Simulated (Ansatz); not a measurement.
# Grüneisen parameters and expansion of GaP (F-43m)

Aim: how the vibrations of GaP shift with volume, and the expansion that follows.

What experiment has found for this phase:
- volume expansion coefficient 15.9 1e-6/K, heat capacity C_P per formula unit 44.2 J/mol/K and bulk modulus 88.7 GPa near room temperature (given in “High-Throughput Prediction of Finite-Temperature Properties using the Quasi-Harmonic Approximation”, 2016, arXiv:1603.06924)

Program: Ansatz 0.2.0. Level of theory: DFT LDA, scalar-relativistic, plane waves, PAW. Results are calculated unless marked as measured.

## 1. The starting structure

The structure is cubic, space group F-43m (No. 216). Conventional cell: a = 5.451 Å, b = 5.451 Å, c = 5.451 Å, α = 90.00°, β = 90.00°, γ = 90.00°. Ga has 4 P at 2.36 Å nearest. Nearest to P lie 4 Ga at 2.36 Å. Farther neighbours are not listed.

## 2. Probe on a coarse mesh

Before spending time, one coarse run tells the gap and the pressure of the starting cell.

Input file input.yaml:

```yaml
crystal:
  lattice:
    - [0.0, 2.72525, 2.72525]
    - [2.72525, 0.0, 2.72525]
    - [2.72525, 2.72525, 0.0]
  atoms:
    - { symbol: Ga, position: [0.0, 0.0, 0.0] }
    - { symbol: P, position: [0.25, 0.25, 0.25] }
kpoints:
  mp_grid: { grid: [6, 6, 6] }
hamiltonian:
  xc: lda
scf:
  occupations: { method: gaussian, width: 0.1 }
output:
  forces: true
  stress: true
  eigenvalues: true
```

Command:

```console
ansatz run input.yaml --threads 4 --pin off --max-ram 8192MiB --backend cpu --events-out ev --progress --plain --runs-dir out
```

Numbers of over 12 decimals in the logs are rounded to 6 here.

The program printed:

```text
Engine: ansatz 0.2.0, aarch64-unknown-linux-gnu
Pseudopotentials: kind: paw
Pseudopotential: Ga, paw, valence charge 13, recommended cutoff 420 eV (normal), Ga.paw.azcp
Pseudopotential: P, paw, valence charge 5, recommended cutoff 420 eV (normal), P.paw.azcp
Functional definition: SPW92
  exchange = slater_x
  correlation = pw_c
Crystal: 2 atoms, lattice volume = 40.481 Å³
Basis set: ecut = 420 eV, 749 PW (Γ)
Bands: 13, of which v1, the nominal top of the filled ones, is band 9 counted from 1 (8 counted from 0)
Symmetry: 24 space group operations
Space group: F-43m (ITA 216), of the structure as read, at distance tolerance 3.4e-5 Å
k-points: 16 of 216 (time reversal used)
Non-local potential: Ga, projectors of the file, l = 0: 2, l = 1: 2, l = 2: 3, l = 3: 1
Non-local potential: P, projectors of the file, l = 0: 2, l = 1: 2, l = 2: 2
PAW form: soft (Blöchl's): semilocal exchange-correlation on the pseudo side does not see the compensation charge
PAW frozen core: Ga, regenerated for the run's functional, and the local potential with it (the file was generated under x = pbe(κ = 0.804, μ = 0.219515), c = pbe(β = 0.066725))
PAW frozen core: P, regenerated for the run's functional, and the local potential with it (the file was generated under x = pbe(κ = 0.804, μ = 0.219515), c = pbe(β = 0.066725))
PAW one-centre angular grid: Ga, 590 points (default); XC on 64 Gauss nodes
PAW one-centre angular grid: P, 110 points (default); XC on 64 Gauss nodes
Initial density: superposition of atomic densities (neutral atoms: chi_scale 0, normalization atom), corrected by the library's trained network
Initial wavefunctions: pseudopotential atomic-orbital guess
Functional: x = slater, c = lda
SCF iter   1: F=—  HF=-4433.744238 eV  |F-HF|=—  |Δ(HF+E_count)|=         —  Δρ=6.00e-3  dr2=1.48e-2  ethr=1.77e-3  ⟨swp⟩=6.1  Hψ=1344  notcnv=0
preconditioner: auto → none  [insulator: Δε(μ)=1.435 eV  Ē_g=15.498 eV  σ=0.100 eV  W_gap=1.00  n_scr=14 (ndim 8)  ℏωp=24.8 eV  f_vac=0.011  D(μ)=0.00/eV (n_scr^D=0)  ε∞_Penn≈3.6]
SCF iter   2: F=—  HF=-4433.739064 eV  |F-HF|=—  |Δ(HF+E_count)|=   5.17e-3  Δρ=2.96e-3  dr2=1.56e-3  ethr=8.21e-5  ⟨swp⟩=1.9  Hψ=376  notcnv=0
SCF iter   3: F=—  HF=-4433.738653 eV  |F-HF|=—  |Δ(HF+E_count)|=   4.11e-4  Δρ=9.40e-4  dr2=2.74e-4  ethr=8.64e-6  ⟨swp⟩=2.0  Hψ=359  notcnv=0
SCF iter   4: F=—  HF=-4433.738551 eV  |F-HF|=—  |Δ(HF+E_count)|=   1.02e-4  Δρ=3.47e-4  dr2=2.23e-5  ethr=1.52e-6  ⟨swp⟩=2.0  Hψ=348  notcnv=0
SCF iter   5: F=—  HF=-4433.738545 eV  |F-HF|=—  |Δ(HF+E_count)|=   5.82e-6  Δρ=1.85e-5  dr2=9.75e-8  ethr=1.24e-7  ⟨swp⟩=2.9  Hψ=359  notcnv=0
SCF iter   6: F=-4433.738545 eV  HF=-4433.738545 eV  |F-HF|=4.32e-9  |Δ(HF+E_count)|=   1.03e-8  Δρ=3.69e-6  dr2=6.56e-9  ethr=5.42e-10  ⟨swp⟩=4.2  Hψ=1138  notcnv=0
SCF 1 converged in 6 iterations: F = -4433.738545 eV  dr2 = 6.56e-9
  greatest PAW one-centre occupation: 0.994 electrons in one spin orbital (limit 2), on the Ga atom at site 0 (counted from 0), in its partial waves of l = 2
SCF converged after 6 iterations
Free energy (F): -4433.738545 eV
Harris-Foulkes:  -4433.738545 eV  (|F-HF|=4.32e-9)
Internal energy: -4433.738545 eV  (E = F + TS)
E sigma→0 (E₀):  -4433.738545 eV
Fermi energy:    7.591949 eV
--- Per-component energies (eV) ---
  E_band       = -64.404350
  E_kinetic    = 186.696891
  E_local      = -2206.027470  (includes V_loc(G=0)·N_el)
  E_nonlocal   = 462.041103
  E_hartree    = 1017.480564
  E_xc         = -130.094123
  E_vxc        = -119.631437  (∫ρ·V_xc dr)
  E_paw        = -2453.036282  (= ΣΔE_a)
  E_vpaw       = -422.446274  (= ΣTr[D̂ρ^β])
  E_aug_tail   = -0.000117  (compensation charges beyond the density's cutoff)
  E_ewald      = -1312.644944
  E_core_change = 1.845831  (= ΣΔE_core)
  E_smearing   = -0.000000  (= −TS)
  E_closure    = 0.000000  (closes the sum)
  Σ components = -4433.738545   (vs F -4433.738545, Δ=0.00e0)
--- Forces (eV/Å), atoms counted from 1 ---
  atom   1  Ga     0.00000000     0.00000000     0.00000000
  atom   2  P     -0.00000000     0.00000000    -0.00000000
  max |Σ_I F_I| component: 1.11e-16 eV/Å
--- Stress (GPa, compression-positive) ---
       -2.730407       0.000000      -0.000000
        0.000000      -2.730407       0.000000
       -0.000000       0.000000      -2.730407
  P = ⅓ Tr σ = -2.7304 GPa (-27.304 kbar)
--- Band table (eV; the first three rows and the last of 16) ---
  k-point 0: bands = [... 5 lower, -5.6732, 6.8480, 6.8480, 6.8480, 8.4543, 10.6292, 10.6292, 10.6292]
  k-point 1: bands = [... 5 lower, -5.3172, 4.4042, 6.4703, 6.4703, 9.0909, 11.1818, 11.1818, 11.7258]
  k-point 2: bands = [... 5 lower, -4.3650, 1.5694, 5.9296, 5.9296, 8.5719, 11.5617, 11.5617, 14.2503]
  k-point 15: bands = [... 5 lower, -2.6005, 0.1418, 3.4274, 3.5340, 10.1911, 10.3705, 14.2598, 14.2846]
```

It took 0.4 s on 4 threads of Arm Neoverse V2, shared host; peak memory 0.28 GiB; 1.1 s of CPU time.

This step gave:

* pressure: -2.730 GPa
* gap on the k-mesh: 1.491 eV
* volume per atom: 20.24 Å³

The start is under -2.7 GPa at this level and looks like an insulator or semiconductor on this mesh.

## 3. Finding the static equilibrium

The vibrations must be taken about the equilibrium of this functional, not about the starting cell, so the structure is relaxed.

input.yaml, the sections that differ from step 2:

```yaml
kpoints:
  mp_grid: { grid: [8, 8, 8] }
scf:
  occupations: { method: gaussian, width: 0.02 }
relax:
  adjacent_minimum: "off"
  f_tol: 0.005
  max_steps: 80
  cell: { stress_tol: 0.05 }
# crystal, hamiltonian, output: as in step 2
```

The program printed:

```text
[...]
Crystal: 2 atoms, lattice volume = 40.481 Å³
Basis set: ecut = 420 eV, 749 PW (Γ)
Bands: 13, of which v1, the nominal top of the filled ones, is band 9 counted from 1 (8 counted from 0)
Symmetry: 24 space group operations
[...]
k-points: 29 of 512 (time reversal used)
[...]
SCF iter   1: F=—  HF=-4433.760307 eV  |F-HF|=—  |Δ(HF+E_count)|=         —  Δρ=6.34e-3  dr2=1.69e-2  ethr=1.77e-3  ⟨swp⟩=6.5  Hψ=2585  notcnv=0
[...]
SCF iter   6: F=-4433.754006 eV  HF=-4433.754006 eV  |F-HF|=6.66e-9  |Δ(HF+E_count)|=   1.35e-8  Δρ=4.06e-6  dr2=8.50e-9  ethr=5.56e-10  ⟨swp⟩=6.8  Hψ=1873  notcnv=0
SCF 1 converged in 6 iterations: F = -4433.754006 eV  dr2 = 8.50e-9
[...]
relax step   1: F+E_penalty+E_count = -4433.75400642 eV  Δ(F+E_penalty+E_count) = +0.000e0 eV  max|allowed force component| = 2.498e-16 eV/Å  Δτ_max = 0.0000 Å  P = -2.749 GPa  Ω = 40.481 Å³  (6 SCF iters, dr2 threshold 1.00e-7 eV, accepted)
Crystal: 2 atoms, lattice volume = 39.560 Å³
[...]
iter 1 solved again at ethr=4.96e-6 eV; its pass at ethr=3.10e-3 eV (dr2=8.93e-4 eV) is discarded
[...]
SCF iter   5: F=-4433.764752 eV  HF=-4433.764752 eV  |F-HF|=2.95e-9  |Δ(HF+E_count)|=   3.75e-7  Δρ=1.51e-5  dr2=5.05e-8  ethr=1.11e-9  ⟨swp⟩=7.0  Hψ=2035  notcnv=0
SCF 2 converged in 5 iterations: F = -4433.764752 eV  dr2 = 5.05e-8
relax step   2: F+E_penalty+E_count = -4433.76475210 eV  Δ(F+E_penalty+E_count) = -1.075e-2 eV  max|allowed force component| = 6.939e-17 eV/Å  Δτ_max = 0.0000 Å  P = -0.861 GPa  Ω = 39.560 Å³  energy of the carried Pulay correction = +2.548e-4 eV  (5 SCF iters, dr2 threshold 2.00e-7 eV, accepted)
Crystal: 2 atoms, lattice volume = 39.154 Å³
[...]
SCF iter   4: F=-4433.765902 eV  HF=-4433.765902 eV  |F-HF|=2.11e-7  |Δ(HF+E_count)|=   7.79e-7  Δρ=2.39e-5  dr2=1.15e-7  ethr=1.11e-9  ⟨swp⟩=5.0  Hψ=2209  notcnv=0
SCF 3 converged in 4 iterations: F = -4433.765902 eV  dr2 = 1.15e-7
relax step   3: F+E_penalty+E_count = -4433.76590202 eV  Δ(F+E_penalty+E_count) = -1.150e-3 eV  max|allowed force component| = 5.667e-17 eV/Å  Δτ_max = 0.0000 Å  P = +0.052 GPa  Ω = 39.154 Å³  energy of the carried Pulay correction = +3.690e-4 eV  (4 SCF iters, dr2 threshold 2.00e-7 eV, accepted)
[...]
relax step   4: F+E_penalty+E_count = -4433.76589950 eV  Δ(F+E_penalty+E_count) = +2.514e-6 eV  max|allowed force component| = 7.864e-17 eV/Å  Δτ_max = 0.0000 Å  P = +0.001 GPa  Ω = 39.176 Å³  energy of the carried Pulay correction = +3.628e-4 eV  (4 SCF iters, dr2 threshold 6.71e-9 eV, accepted)
[...]
SCF iter   1: F=—  HF=-4433.765545 eV  |F-HF|=—  |Δ(HF+E_count)|=         —  Δρ=3.96e-5  dr2=1.18e-7  ethr=1.45e-6  ⟨swp⟩=3.0  Hψ=3473  notcnv=0
eigensolver tolerance schedule: the retry pair's looser diagonalisation over-reported the residual by 2212.55 of it (diagonalisation noise at an unbounded share of the residual, at the tolerance the schedule requests for it); recorded, not acted on — ethr = c·dr2/N_el stays at c = 1.0e-1
[...]
SCF iter   2: F=—  HF=-4433.765545 eV  |F-HF|=—  |Δ(HF+E_count)|=   3.44e-7  Δρ=2.55e-5  dr2=7.82e-8  ethr=6.53e-10  ⟨swp⟩=2.8  Hψ=707  notcnv=0
[...]
SCF iter   5: F=-4433.765545 eV  HF=-4433.765545 eV  |F-HF|=7.28e-12  |Δ(HF+E_count)|=  4.46e-11  Δρ=2.94e-7  dr2=7.26e-12  ethr=1.00e-12  ⟨swp⟩=7.2  Hψ=2047  notcnv=0
SCF 5 converged in 5 iterations: F = -4433.765545 eV  dr2 = 7.26e-12
relax step   5: F+E_penalty+E_count = -4433.76554488 eV  Δ(F+E_penalty+E_count) = +3.546e-4 eV  max|allowed force component| = 5.089e-17 eV/Å  Δτ_max = 0.0000 Å  P = -0.005 GPa  Ω = 39.176 Å³  stress off target by 4.62e-3 GPa  SCF on the basis re-selected at this cell (its energy is not comparable with the rows above)  (5 SCF iters)
basis re-selected at this cell: Δ(F+E_penalty+E_count) = +3.546e-4 eV, ΔP = -0.005 GPa vs the last step (what re-selecting the basis moved, of the pressure what is left beyond the Pulay correction that the steps carried, after the strain that the cell walked since its last selection, with what the two solves' SCF thresholds leave and, on support functions, any second-order correction that the steps lacked; it is no m [...]
SCF converged after 5 iterations
Free energy (F): -4433.765545 eV
[...]
Internal energy: -4433.765545 eV  (E = F + TS)
E sigma→0 (E₀):  -4433.765545 eV
Fermi energy:    7.976980 eV
[...]
--- Stress (GPa, compression-positive) ---
       -0.004618      -0.000000      -0.000000
       -0.000000      -0.004618       0.000000
       -0.000000       0.000000      -0.004618
  P = ⅓ Tr σ = -0.0046 GPa (-0.046 kbar)
--- Band table (eV; the first three rows and the last of 29) ---
  k-point 0: bands = [... 5 lower, -5.5087, 7.2617, 7.2617, 7.2617, 9.1426, 11.0386, 11.0386, 11.0386]
  k-point 1: bands = [... 5 lower, -5.2976, 5.5793, 7.0151, 7.0151, 9.7185, 11.4059, 11.4059, 11.6762]
  k-point 2: bands = [... 5 lower, -4.6974, 3.2512, 6.5579, 6.5579, 9.3632, 11.9249, 11.9249, 13.6086]
  k-point 28: bands = [... 5 lower, -2.2470, 0.4738, 3.4835, 3.6265, 11.8601, 12.1655, 13.2567, 13.3183]
--- Relaxed structure (4 steps of the walk, 4 accepted, 1 SCFs on fresh bases) ---
  F+E_penalty+E_count = -4433.76554488 eV   max|allowed force component| = 5.089e-17 eV/Å   (the final SCF, on the basis selected at the relaxed cell)
  cell:  # Å, volume = 39.1760 Å³
    - [0, 2.695650, 2.695650]
    - [2.695650, 0, 2.695650]
    - [2.695650, 2.695650, 0]
  atoms:
    - { symbol: Ga, position: [0, 0, 0] }
    - { symbol: P, position: [0.250000, 0.250000, 0.250000] }
```

Run time: 2.5 s. Hardware: 4 threads; peak memory 0.32 GiB.

The steps of the relaxation:

| step | energy less that of the first step (eV) | largest force component (eV/Å) | pressure (GPa) | volume (Å³) |
| --- | --- | --- | --- | --- |
| 1 | 0.0000 | 0.0000 | -2.75 | 40.48 |
| 2 | -0.0107 | 0.0000 | -0.86 | 39.56 |
| 3 | -0.0119 | 0.0000 | 0.05 | 39.15 |
| 4 | -0.0119 | 0.0000 | 0.00 | 39.18 |
| 5* | -0.0115 | 0.0000 | 0.00 | 39.18 |

Relaxation steps marked * repeat the geometry before them on a plane-wave basis chosen anew for their cell, so energy and pressure can jump there.

The run keeps the 24 symmetry operations that it works with, so distortions that break them were not tested.

| conventional cell, symmetrised | before | after | change |
| --- | --- | --- | --- |
| a (Å) | 5.451 | 5.391 | -1.1 % |
| b (Å) | 5.451 | 5.391 | -1.1 % |
| c (Å) | 5.451 | 5.391 | -1.1 % |
| volume (Å³/atom) | 20.24 | 19.59 | -3.2 % |

Final coordinates:

```cif
data_structure
_symmetry_space_group_name_H-M 'P 1'
_symmetry_Int_Tables_number 1
_cell_length_a 3.8122
_cell_length_b 3.8122
_cell_length_c 3.8122
_cell_angle_alpha 60.000
_cell_angle_beta 60.000
_cell_angle_gamma 60.000
_cell_volume 39.18
loop_
_atom_site_label
_atom_site_type_symbol
_atom_site_fract_x
_atom_site_fract_y
_atom_site_fract_z
_atom_site_occupancy
Ga1 Ga 0.00000 0.00000 0.00000 1
P2 P 0.25000 0.25000 0.25000 1
```

This step gave:

| Property | Result |
| --- | --- |
| pressure | -0.004618 GPa |
| gap on the k-mesh | 1.431 eV |
| volume per atom | 19.59 Å³ |

The relaxation ends with a pressure of 0.00 GPa.

## 4. Tight relaxation

The relaxation is repeated with tighter thresholds on force and stress, since phonons are sensitive to what is left; a change of mesh or smearing in the input moves the cell too.

input.yaml, the sections that differ from step 3:

```yaml
crystal:
  lattice:
    - [0.0, 2.6956500659, 2.6956500659]
    - [2.6956500659, 0.0, 2.6956500659]
    - [2.6956500659, 2.6956500659, 0.0]
  atoms:
    - { symbol: Ga, position: [0.0, 0.0, 0.0] }
    - { symbol: P, position: [0.25, 0.25, 0.25] }
scf:
  occupations: { method: fixed }
relax:
  adjacent_minimum: "off"
  f_tol: 0.001
  max_steps: 60
  cell: { stress_tol: 0.01 }
# kpoints, hamiltonian, output: as in step 3
```

The program printed:

```text
[...]
Crystal: 2 atoms, lattice volume = 39.176 Å³
Basis set: ecut = 420 eV, 749 PW (Γ)
Bands: 13, of which v1, the nominal top of the filled ones, is band 9 counted from 1 (8 counted from 0)
Symmetry: 24 space group operations
[...]
k-points: 29 of 512 (time reversal used)
[...]
k-point 28: bands = [... 5 lower, -2.2470, 0.4738, 3.4835, 3.6265, 11.8601, 12.1655, 13.2567, 13.3183]
--- Relaxed structure (1 steps of the walk, 1 accepted, 1 SCFs on fresh bases) ---
[...]
cell:  # Å, volume = 39.1760 Å³
    - [0.0, 2.6956500659, 2.6956500659]
    - [2.6956500659, 0.0, 2.6956500659]
    - [2.6956500659, 2.6956500659, 0.0]
  atoms:
    - { symbol: Ga, position: [0.0, 0.0, 0.0] }
    - { symbol: P, position: [0.25, 0.25, 0.25] }
[key lines of the parts left out:]
SCF converged after 6 iterations
Free energy (F): -4433.765545 eV
Fermi energy:    7.261654 eV
P = ⅓ Tr σ = -0.0046 GPa (-0.046 kbar)
```

It took 1.1 s on 4 threads; peak memory 0.32 GiB.

Little changed from the start: no atom moved by 0.005 Å and no cell edge by 0.1 %.

Numbers from this step:

| Quantity | Value |
| --- | --- |
| pressure | -0.004617 GPa |

The residual pressure is -0.0046 GPa, small enough for phonons.

(Continued in part 2 of 4.)

[Logs are printed without paths, hosts, clocks, repeated set-up lines and the standing remarks that a program may print on its own settings, such as how far it seeks lower states.]

[Hosts, paths, dates, database ids (printed as entryN), source tags and the programs' standing remarks are cut or masked in the printed files.]

[A step with changed settings may run another functional than the one named; its input shows which.]

[Of the runs on displaced cells, only some may be shown.]
